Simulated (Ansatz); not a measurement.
# NaVSe3 (model cell, started as cubic perovskite with V in the octahedra): following an unstable mode, part 2 of 3

Wanted: the energy along a soft mode of NaVSe3 (model cell, started as cubic perovskite with V in the octahedra) and the structure at the end.

Ansatz 0.2.0; DFT PBE, scalar-relativistic, plane waves, PAW; PAW set soft_1.

So far, highest frequency on the path or at a solved wavevector (cm⁻¹): step 2 (the dispersion) 252. Also lowest frequency on the path (cm⁻¹): step 2 -133.

The structure was built from a prototype and need not be the compound's stable phase.

## 6. Relaxation from the frozen mode

Starting from the lowest point found, all atoms and the cell are let go, so that strain and other modes of the same symmetry can join in.

Input file input.yaml:

```yaml
crystal:
  lattice:
    - [4.8932201373, 0.0, 0.0]
    - [0.0, 4.8932201373, 0.0]
    - [0.0, 0.0, 4.8932201373]
  atoms:
    - { symbol: Na, position: [0.0, -0.0009095011, 0.0] }
    - { symbol: V, position: [0.5, 0.5653966082, 0.5] }
    - { symbol: Se, position: [0.5, 0.4774538868, 0.0] }
    - { symbol: Se, position: [0.5, 0.0031718746, 0.5] }
    - { symbol: Se, position: [0.0, 0.4774538868, 0.5] }
kpoints:
  mp_grid: { grid: [8, 8, 8] }
hamiltonian:
  xc: pbe
  pseudopotentials: { kind: paw, azcp: { folder: soft_1 } }
scf:
  occupations: { method: methfessel_paxton, width: 0.2 }
output:
  forces: true
  stress: true
  eigenvalues: true
relax:
  adjacent_minimum: "off"
  f_tol: 0.002
  max_steps: 120
  cell: { stress_tol: 0.03 }
```

The run is started by

```bash
> ansatz run input.yaml --threads 4 --pin off --max-ram 16384MiB --backend cpu --events-out ev --progress --plain --runs-dir out
```

Numbers of over 12 decimals in the logs are rounded to 6 here.

What it wrote:

```text
[...]
Crystal: 5 atoms, lattice volume = 117.161 Å³
Basis set: ecut = 420 eV, 2301 PW (Γ), exchange–correlation on 72×72×72 points (8 copies of the dense FFT grid, shifted against one another)
Bands: 42, of which v1, the nominal top of the filled ones, is band 35 counted from 1 (34 counted from 0)
Symmetry: 8 space group operations
[...]
k-points: 75 of 512 (time reversal used)
[...]
SCF iter   1: F=—  HF=-20815.790733 eV  |F-HF|=—  |Δ(HF+E_count)|=         —  Δρ=2.47e-1  dr2=1.19e2  ethr=3.10e-3  ⟨swp⟩=5.7  Hψ=10926  notcnv=0
[...]
SCF iter  14: F=-20808.571525 eV  HF=-20808.571525 eV  |F-HF|=1.27e-8  |Δ(HF+E_count)|=   7.92e-8  S|Δr|=    0.00e0  Δρ=4.27e-6  dr2=2.72e-8  ethr=1.43e-10  ⟨swp⟩=4.2  Hψ=13378  notcnv=0
[...]
SCF 1 converged in 14 iterations: F = -20808.571525 eV  dr2 = 2.72e-8
[...]
relax step   1: F+E_penalty+E_count = -20808.57152524 eV  Δ(F+E_penalty+E_count) = +0.000e0 eV  max|allowed force component| = 1.088e0 eV/Å  Δτ_max = 0.0000 Å  P = +1.734 GPa  Ω = 117.161 Å³  (14 SCF iters, dr2 threshold 1.00e-7 eV, accepted)
Crystal: 5 atoms, lattice volume = 117.715 Å³
[...]
SCF iter   8: F=-20808.701285 eV  HF=-20808.701285 eV  |F-HF|=1.63e-8  |Δ(HF+E_count)|=   1.88e-8  S|Δr|=    0.00e0  Δρ=4.28e-6  dr2=2.30e-8  ethr=7.14e-10  ⟨swp⟩=6.0  Hψ=12283  notcnv=0
SCF 2 converged in 8 iterations: F = -20808.701285 eV  dr2 = 2.30e-8
relax step   2: F+E_penalty+E_count = -20808.70128459 eV  Δ(F+E_penalty+E_count) = -1.298e-1 eV  max|allowed force component| = 5.027e-1 eV/Å  Δτ_max = 0.1407 Å  P = -0.079 GPa  Ω = 117.715 Å³  energy of the carried Pulay correction = -1.095e-4 eV  (8 SCF iters, dr2 threshold 5.00e-7 eV, accepted)
Crystal: 5 atoms, lattice volume = 119.284 Å³
Basis set: ecut = 420 eV, 2325 PW (Γ), exchange–correlation on 72×72×72 points (8 copies of the dense FFT grid, shifted against one another)
[...]
SCF iter   6: F=-20808.745795 eV  HF=-20808.745795 eV  |F-HF|=9.97e-8  |Δ(HF+E_count)|=   8.87e-7  S|Δr|=    0.00e0  Δρ=2.35e-5  dr2=3.95e-7  ethr=7.14e-10  ⟨swp⟩=4.3  Hψ=16124  notcnv=0
SCF 3 converged in 6 iterations: F = -20808.745795 eV  dr2 = 3.95e-7
relax step   3: F+E_penalty+E_count = -20808.74579494 eV  Δ(F+E_penalty+E_count) = -4.451e-2 eV  max|allowed force component| = 2.523e-1 eV/Å  Δτ_max = 0.0564 Å  P = -0.150 GPa  Ω = 119.284 Å³  energy of the carried Pulay correction = -4.173e-4 eV  (6 SCF iters, dr2 threshold 5.00e-7 eV, accepted)
[... from here on, the SCF cycles and remarks between the steps are left out ...]
relax step   4: F+E_penalty+E_count = -20808.81986308 eV  Δ(F+E_penalty+E_count) = -7.407e-2 eV  max|allowed force component| = 2.415e-1 eV/Å  Δτ_max = 0.0780 Å  P = +0.350 GPa  Ω = 121.106 Å³  energy of the carried Pulay correction = -7.696e-4 eV  (7 SCF iters, dr2 threshold 5.00e-7 eV, accepted)
relax step   5: F+E_penalty+E_count = -20808.86941783 eV  Δ(F+E_penalty+E_count) = -4.955e-2 eV  max|allowed force component| = 3.846e-1 eV/Å  Δτ_max = 0.0427 Å  P = +0.421 GPa  Ω = 122.935 Å³  energy of the carried Pulay correction = -1.118e-3 eV  (7 SCF iters, dr2 threshold 5.00e-7 eV, accepted)
relax step   6: F+E_penalty+E_count = -20808.89721826 eV  Δ(F+E_penalty+E_count) = -2.780e-2 eV  max|allowed force component| = 6.877e-2 eV/Å  Δτ_max = 0.0344 Å  P = +0.030 GPa  Ω = 124.903 Å³  energy of the carried Pulay correction = -1.487e-3 eV  (6 SCF iters, dr2 threshold 5.00e-7 eV, accepted)
relax step   7: F+E_penalty+E_count = -20808.89901700 eV  Δ(F+E_penalty+E_count) = -1.799e-3 eV  max|allowed force component| = 3.821e-2 eV/Å  Δτ_max = 0.0306 Å  P = -0.073 GPa  Ω = 125.540 Å³  energy of the carried Pulay correction = -1.605e-3 eV  (7 SCF iters, dr2 threshold 2.96e-7 eV, accepted)
relax step   8: F+E_penalty+E_count = -20808.90080068 eV  Δ(F+E_penalty+E_count) = -1.784e-3 eV  max|allowed force component| = 4.694e-2 eV/Å  Δτ_max = 0.0329 Å  P = -0.143 GPa  Ω = 125.654 Å³  energy of the carried Pulay correction = -1.626e-3 eV  (6 SCF iters, dr2 threshold 9.12e-8 eV, accepted)
relax step   9: F+E_penalty+E_count = -20808.90341697 eV  Δ(F+E_penalty+E_count) = -2.616e-3 eV  max|allowed force component| = 5.594e-2 eV/Å  Δτ_max = 0.0368 Å  P = -0.134 GPa  Ω = 125.749 Å³  energy of the carried Pulay correction = -1.643e-3 eV  (6 SCF iters, dr2 threshold 1.99e-7 eV, accepted)
relax step  10: F+E_penalty+E_count = -20808.92273645 eV  Δ(F+E_penalty+E_count) = -1.932e-2 eV  max|allowed force component| = 5.331e-2 eV/Å  Δτ_max = 0.1946 Å  P = +0.192 GPa  Ω = 125.717 Å³  energy of the carried Pulay correction = -1.638e-3 eV  (7 SCF iters, dr2 threshold 2.36e-7 eV, accepted)
relax step  11: F+E_penalty+E_count = -20808.92539601 eV  Δ(F+E_penalty+E_count) = -2.660e-3 eV  max|allowed force component| = 1.174e-1 eV/Å  Δτ_max = 0.1984 Å  P = +0.386 GPa  Ω = 126.931 Å³  energy of the carried Pulay correction = -1.861e-3 eV  (7 SCF iters, dr2 threshold 2.13e-7 eV, accepted)
relax step  12: F+E_penalty+E_count = -20808.91780242 eV  Δ(F+E_penalty+E_count) = +7.594e-3 eV  max|allowed force component| = 1.006e-1 eV/Å  Δτ_max = 0.0996 Å  P = -0.758 GPa  Ω = 129.953 Å³  energy of the carried Pulay correction = -2.407e-3 eV  (7 SCF iters, dr2 threshold 5.00e-7 eV, rejected (line search))
relax step  13: F+E_penalty+E_count = -20808.92974721 eV  Δ(F+E_penalty+E_count) = -4.351e-3 eV  max|allowed force component| = 2.633e-2 eV/Å  Δτ_max = 0.0485 Å  P = -0.013 GPa  Ω = 127.498 Å³  energy of the carried Pulay correction = -1.964e-3 eV  (10 SCF iters, accepted)
relax step  14: F+E_penalty+E_count = -20808.92842833 eV  Δ(F+E_penalty+E_count) = +1.319e-3 eV  max|allowed force component| = 1.629e-1 eV/Å  Δτ_max = 0.0269 Å  P = +0.348 GPa  Ω = 126.992 Å³  energy of the carried Pulay correction = -1.872e-3 eV  (6 SCF iters, dr2 threshold 4.33e-8 eV, rejected (line search))
relax step  15: F+E_penalty+E_count = -20808.92997893 eV  Δ(F+E_penalty+E_count) = -2.317e-4 eV  max|allowed force component| = 7.528e-3 eV/Å  Δτ_max = 0.0129 Å  P = +0.008 GPa  Ω = 127.433 Å³  energy of the carried Pulay correction = -1.952e-3 eV  (9 SCF iters, accepted)
relax step  16: F+E_penalty+E_count = -20808.93001010 eV  Δ(F+E_penalty+E_count) = -3.118e-5 eV  max|allowed force component| = 1.132e-2 eV/Å  Δτ_max = 0.0074 Å  P = -0.008 GPa  Ω = 127.396 Å³  energy of the carried Pulay correction = -1.946e-3 eV  (6 SCF iters, dr2 threshold 3.54e-9 eV, accepted)
relax step  17: F+E_penalty+E_count = -20808.93001442 eV  Δ(F+E_penalty+E_count) = -4.317e-6 eV  max|allowed force component| = 9.704e-5 eV/Å  Δτ_max = 0.0005 Å  P = -0.000 GPa  Ω = 127.392 Å³  energy of the carried Pulay correction = -1.945e-3 eV  (5 SCF iters, dr2 threshold 8.01e-9 eV, accepted)
relax step  18: F+E_penalty+E_count = -20808.95942027 eV  Δ(F+E_penalty+E_count) = -2.941e-2 eV  max|allowed force component| = 1.464e-2 eV/Å  Δτ_max = 0.0000 Å  P = +0.349 GPa  Ω = 127.392 Å³  stress off target by 9.44e-1 GPa  SCF on the basis re-selected at this cell (its energy is not comparable with the rows above)  (10 SCF iters)
relax step  19: F+E_penalty+E_count = -20808.97132944 eV  Δ(F+E_penalty+E_count) = -1.191e-2 eV  max|allowed force component| = 7.069e-2 eV/Å  Δτ_max = 0.0305 Å  P = +0.062 GPa  Ω = 130.403 Å³  energy of the carried Pulay correction = -5.425e-4 eV  (6 SCF iters, dr2 threshold 5.00e-7 eV, accepted)
relax step  20: F+E_penalty+E_count = -20808.97726752 eV  Δ(F+E_penalty+E_count) = -5.938e-3 eV  max|allowed force component| = 1.911e-2 eV/Å  Δτ_max = 0.0191 Å  P = -0.088 GPa  Ω = 132.294 Å³  energy of the carried Pulay correction = -9.268e-4 eV  (6 SCF iters, dr2 threshold 5.00e-7 eV, accepted)
relax step  21: F+E_penalty+E_count = -20808.98192784 eV  Δ(F+E_penalty+E_count) = -4.660e-3 eV  max|allowed force component| = 6.689e-2 eV/Å  Δτ_max = 0.0342 Å  P = +0.190 GPa  Ω = 134.384 Å³  energy of the carried Pulay correction = -1.388e-3 eV  (6 SCF iters, dr2 threshold 2.70e-7 eV, accepted)
relax step  22: F+E_penalty+E_count = -20808.98206827 eV  Δ(F+E_penalty+E_count) = -1.404e-4 eV  max|allowed force component| = 1.947e-2 eV/Å  Δτ_max = 0.0033 Å  P = -0.036 GPa  Ω = 135.064 Å³  energy of the carried Pulay correction = -1.553e-3 eV  (5 SCF iters, dr2 threshold 2.80e-7 eV, accepted)
relax step  23: F+E_penalty+E_count = -20808.98209202 eV  Δ(F+E_penalty+E_count) = -2.375e-5 eV  max|allowed force component| = 5.368e-3 eV/Å  Δτ_max = 0.0030 Å  P = -0.001 GPa  Ω = 135.179 Å³  energy of the carried Pulay correction = -1.582e-3 eV  (5 SCF iters, dr2 threshold 2.37e-8 eV, accepted)
relax step  24: F+E_penalty+E_count = -20808.98208557 eV  Δ(F+E_penalty+E_count) = +6.453e-6 eV  max|allowed force component| = 1.062e-3 eV/Å  Δτ_max = 0.0004 Å  P = +0.000 GPa  Ω = 135.211 Å³  energy of the carried Pulay correction = -1.590e-3 eV  (4 SCF iters, dr2 threshold 1.80e-9 eV, accepted)
Basis set: ecut = 420 eV, 2637 PW (Γ), exchange–correlation on 64×90×64 points (8 copies of the dense FFT grid, shifted against one another)
[...]
SCF iter   8: F=-20808.984095 eV  HF=-20808.984095 eV  |F-HF|=2.55e-11  |Δ(HF+E_count)|=  6.77e-10  S|Δr|=    0.00e0  Δρ=8.15e-8  dr2=1.12e-11  ethr=1.00e-12  ⟨swp⟩=4.5  Hψ=15881  notcnv=0
SCF 25 converged in 8 iterations: F = -20808.984095 eV  dr2 = 1.12e-11
relax step  25: F+E_penalty+E_count = -20808.98409501 eV  Δ(F+E_penalty+E_count) = -2.009e-3 eV  max|allowed force component| = 1.563e-3 eV/Å  Δτ_max = 0.0000 Å  P = -0.001 GPa  Ω = 135.211 Å³  stress off target by 2.17e-2 GPa  SCF on the basis re-selected at this cell (its energy is not comparable with the rows above)  (8 SCF iters)
[...]
SCF converged after 8 iterations
[...]
Free energy (F): -20808.984095 eV
[...]
Internal energy: -20808.994690 eV  (E = F + TS)
E sigma→0 (E₀):  -20808.986744 eV
Entropy (-TS):   0.010595 eV (2.119 meV/atom)
Fermi energy:    5.857259 eV
[...]
--- Forces (eV/Å), atoms counted from 1 ---
  atom   1  Na    -0.00000000    -0.00052271     0.00000000
  atom   2  V      0.00000000     0.00147375    -0.00000000
  atom   3  Se    -0.00000000     0.00030593     0.00000000
  atom   4  Se     0.00000000    -0.00156282    -0.00000000
  atom   5  Se     0.00000000     0.00030593    -0.00000000
  max |Σ_I F_I| component: 8.12e-8 eV/Å
--- Stress (GPa, compression-positive) ---
       -0.012044       0.000000       0.000000
        0.000000       0.021658       0.000000
        0.000000       0.000000      -0.012044
  P = ⅓ Tr σ = -0.0008 GPa (-0.008 kbar)
--- Band table (eV; the first three rows and the last of 75) ---
  k-point 0: bands = [... 31 lower, 3.4630, 3.8537, 5.1123, 5.4471, 5.4471, 7.3115, 7.3115, 7.5010, ... 3 higher]
  k-point 1: bands = [... 31 lower, 3.4682, 3.9223, 4.6275, 5.2745, 5.8594, 6.6044, 7.2955, 7.7271, ... 3 higher]
  k-point 2: bands = [... 31 lower, 3.4638, 3.9741, 4.0210, 4.7475, 6.0326, 6.2829, 7.2489, 7.3754, ... 3 higher]
  k-point 74: bands = [... 31 lower, 2.9046, 4.8344, 4.8344, 5.9447, 5.9447, 6.2468, 6.5092, 7.0390, ... 3 higher]
--- Relaxed structure (23 steps of the walk, 21 accepted, 2 SCFs on fresh bases) ---
  F+E_penalty+E_count = -20808.98409501 eV   max|allowed force component| = 1.563e-3 eV/Å   (the final SCF, on the basis selected at the relaxed cell)
  cell:  # Å, volume = 135.2107 Å³
    - [4.613602, 0, 0]
    - [0, 6.352297, 0.0]
    - [0, 0.0, 4.613602]
  atoms:
    - { symbol: Na, position: [0, -0.128861, 0.0] }
    - { symbol: V, position: [0.5, 0.638772, 0.5] }
    - { symbol: Se, position: [0.5, 0.511750, 0.0] }
    - { symbol: Se, position: [0.5, -0.010845, 0.5] }
    - { symbol: Se, position: [0, 0.511750, 0.5] }
```

Elapsed: 5.6 min, on 4 threads of Arm Neoverse V1, shared host; peak memory 0.66 GiB; 22 min of CPU time.

The steps of the relaxation (22 of 25):

```csv
step,energy less that of the first step (eV),largest force component (eV/Å),pressure (GPa),volume (Å³)
1,0.0000,1.0875,1.73,117.16
2,-0.1298,0.5027,-0.08,117.71
3,-0.1743,0.2523,-0.15,119.28
4,-0.2483,0.2415,0.35,121.11
6,-0.3257,0.0688,0.03,124.90
7,-0.3275,0.0382,-0.07,125.54
8,-0.3293,0.0469,-0.14,125.65
9,-0.3319,0.0559,-0.13,125.75
10,-0.3512,0.0533,0.19,125.72
11,-0.3539,0.1174,0.39,126.93
12,-0.3463,0.1006,-0.76,129.95
14,-0.3569,0.1629,0.35,126.99
15,-0.3585,0.0075,0.01,127.43
16,-0.3585,0.0113,-0.01,127.40
17,-0.3585,0.0001,0.00,127.39
18*,-0.3879,0.0146,0.35,127.39
19,-0.3998,0.0707,0.06,130.40
20,-0.4057,0.0191,-0.09,132.29
22,-0.4105,0.0195,-0.04,135.06
23,-0.4106,0.0054,0.00,135.18
24,-0.4106,0.0011,0.00,135.21
25*,-0.4126,0.0016,0.00,135.21
```

Relaxation steps marked * repeat the geometry before them on a plane-wave basis chosen anew for their cell, so energy and pressure can jump there. Other such steps can lie between the rows shown. Relaxation steps 12, 14 were tried and not accepted.

Forces are held to the 8 operations that the run works with; a distortion that breaks them can't arise in this run.

```csv
cell as run,before,after,change
a (Å),4.893,4.614,-5.7 %
b (Å),4.893,6.352,+29.8 %
c (Å),4.893,4.614,-5.7 %
volume (Å³/atom),23.43,27.04,+15.4 %
```

The atoms that moved most (Å, as changes of fractional coordinates times the final cell):

```csv
atom,dx,dy,dz,length
Na1,0.000,-0.813,0.000,0.813
V2,0.000,0.466,0.000,0.466
Se3,0.000,0.218,0.000,0.218
Se5,0.000,0.218,0.000,0.218
Se4,0.000,-0.089,0.000,0.089
```

Numbers from this step:

```yaml
pressure: -8.10e-4 GPa
volume_per_atom: 27.04 Å³
```

The distorted start has space group P4mm; the relaxation ends in P4mm.

## 7. The new phase in its own primitive cell

The relaxed structure is symmetrised, reduced to its primitive cell and relaxed tightly, as its phonons need.

input.yaml, the sections that differ from step 6:

```yaml
crystal:
  lattice:
    - [4.6136020482, 0.0, 0.0]
    - [0.0, 4.6136020482, 0.0]
    - [0.0, 0.0, 6.3522969207]
  atoms:
    - { symbol: Na, position: [0.0, 0.0, 0.1288609991] }
    - { symbol: V, position: [0.5, 0.5, 0.3612275672] }
    - { symbol: Se, position: [0.5, 0.0, 0.4882499847] }
    - { symbol: Se, position: [0.5, 0.5, 0.010844709] }
    - { symbol: Se, position: [0.0, 0.5, 0.4882499847] }
kpoints:
  mp_grid: { grid: [8, 8, 6] }
relax:
  adjacent_minimum: "off"
  f_tol: 0.001
  max_steps: 60
  cell: { stress_tol: 0.01 }
# hamiltonian, scf, output: as in step 6
```

What it wrote:

```text
[...]
Crystal: 5 atoms, lattice volume = 135.211 Å³
Basis set: ecut = 420 eV, 2637 PW (Γ), exchange–correlation on 64×64×90 points (8 copies of the dense FFT grid, shifted against one another)
Bands: 42, of which v1, the nominal top of the filled ones, is band 35 counted from 1 (34 counted from 0)
Symmetry: 8 space group operations
[...]
k-points: 60 of 384 (time reversal used)
[...]
cell:  # Å, volume = 135.6665 Å³
    - [4.611805, 0, 3.573152215307824e-18]
    - [0, 4.611805, 0]
    - [4.9197402761141495e-18, 0, 6.378679]
  atoms:
    - { symbol: Na, position: [2.0527278109956027e-19, 0, 0.129628] }
    - { symbol: V, position: [0.500000, 0.500000, 0.360849] }
    - { symbol: Se, position: [0.500000, 0, 0.487559] }
    - { symbol: Se, position: [0.500000, 0.500000, 0.011837] }
    - { symbol: Se, position: [-1.847163188616727e-19, 0.500000, 0.487559] }
[key lines of the parts left out:]
SCF converged after 7 iterations
Free energy (F): -20808.984096 eV
Fermi energy:    5.821991 eV
P = ⅓ Tr σ = 0.0004 GPa (0.004 kbar)
```

Elapsed: 53 s, on 4 threads; peak memory 0.62 GiB.

Step by step:

```csv
step,energy less that of the first step (eV),largest force component (eV/Å),pressure (GPa),volume (Å³)
1,0.0000,0.0018,0.00,135.21
2,0.0000,0.0022,0.00,135.31
3,0.0000,0.0022,0.00,135.63
4,0.0000,0.0002,0.00,135.67
5*,-0.0001,0.0001,0.00,135.67
```

Relaxation steps marked * repeat the geometry before them on a plane-wave basis chosen anew for their cell, so energy and pressure can jump there.

Forces are held to the 8 operations that the run works with; a distortion that breaks them can't arise in this run.

```csv
"conventional cell, symmetrised",before,after,change
a (Å),4.614,4.612,-0.0 %
b (Å),4.614,4.612,-0.0 %
c (Å),6.352,6.379,+0.4 %
volume (Å³/atom),27.04,27.13,+0.3 %
```

The relaxed structure:

```xyz
5
Lattice="4.6118 0.0000 0.0000 0.0000 4.6118 0.0000 0.0000 0.0000 6.3787" Properties=species:S:1:pos:R:3 pbc="T T T"
Na    0.0000    0.0000    0.8269
V     2.3059    2.3059    2.3017
Se    2.3059    0.0000    3.1100
Se    2.3059    2.3059    0.0755
Se    0.0000    2.3059    3.1100
```

This step gave:

| Property | Result |
| --- | --- |
| pressure | 4.48e-4 GPa |
| volume per atom | 27.13 Å³ |

The largest force component left is 0.14 meV/Å and the pressure is 0.000 GPa, within the tolerances set. The cell now holds 27.13 Å³/atom.

(Continued in part 3 of 3.)

[Logs are printed without paths, hosts, clocks, repeated set-up lines and the standing remarks that a program may print on its own settings, such as how far it seeks lower states.]

[Hosts, paths, dates, database ids (printed as entryN), source tags and the programs' standing remarks are cut or masked in the printed files.]
